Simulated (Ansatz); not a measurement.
The crystal is BiB4As3 (ordered alloy, started on the zincblende lattice) (P-43m).

```xyz
8
Lattice="4.9846 0.0000 0.0000 0.0000 4.9846 0.0000 0.0000 0.0000 4.9846" Properties=species:S:1:pos:R:3 pbc="T T T"
As    2.4923    0.0000    0.0000
B     1.1754    3.8092    3.8092
As    0.0000    2.4923    0.0000
B     3.8092    1.1754    3.8092
As    0.0000    0.0000    2.4923
B     3.8092    3.8092    1.1754
Bi    2.4923    2.4923    2.4923
B     1.1754    1.1754    1.1754
```

The structure was relaxed with PBE. The runs that relaxed it are not among those shown. Spin-orbit coupling is left out unless a run names it. PAW set soft_2, made with PBE.

Gaps computed with Ansatz 0.2.0 without a self-energy: PBE 0.56 eV, PBE+SOC 0.38 eV and HSE06 1.16 eV.

Question: Estimate the G0W0@PBE gap with 4×4×4 mesh, 416 empty bands, screening to 130 eV, default PAW files.

About 1.08 eV: on its mesh the run moves the gap from 0.56 eV by +0.52 eV. Among the scalar-relativistic levels given, HSE06 is nearest (+0.08 eV). Spin-orbit coupling is not in that value; its −0.17 eV at the PBE level would bring it to about 0.91 eV. Bands and cutoff are finite, so the gap is not at the basis limit. The miss can reach some tenths of an eV and take either sign; the mesh is an error of its own. The 4×4×4 mesh is coarse for this cell (its supercell is 20 Å along the shortest edge). The RPA ε∞ on it, from the PBE start, is 11.50; such meshes misread the long-range screening, most where the gap is narrow. Where an edge is built on 6p states of lead, bismuth or thallium, scalar-relativistic gaps usually stand too wide, by a few tenths to over one eV. The many-body steps are scalar-relativistic: spin-orbit coupling is not in them.

[Paths, hosts, dates, memory and timing lines, banners, echoed tables and standing remarks are left out of the program output.]

[Logs are printed without paths, hosts, clocks, repeated set-up lines and the standing remarks that a program may print on its own settings, such as how far it seeks lower states.]

[Runs of the session that timed out or met a known fault of the program may be left out.]

[Cells called generated may have been cut or substituted from an entry of the Crystallography Open Database or the Materials Project.]

[Hosts, paths, dates, database ids (printed as entryN), source tags and the programs' standing remarks are cut or masked in the printed files.]
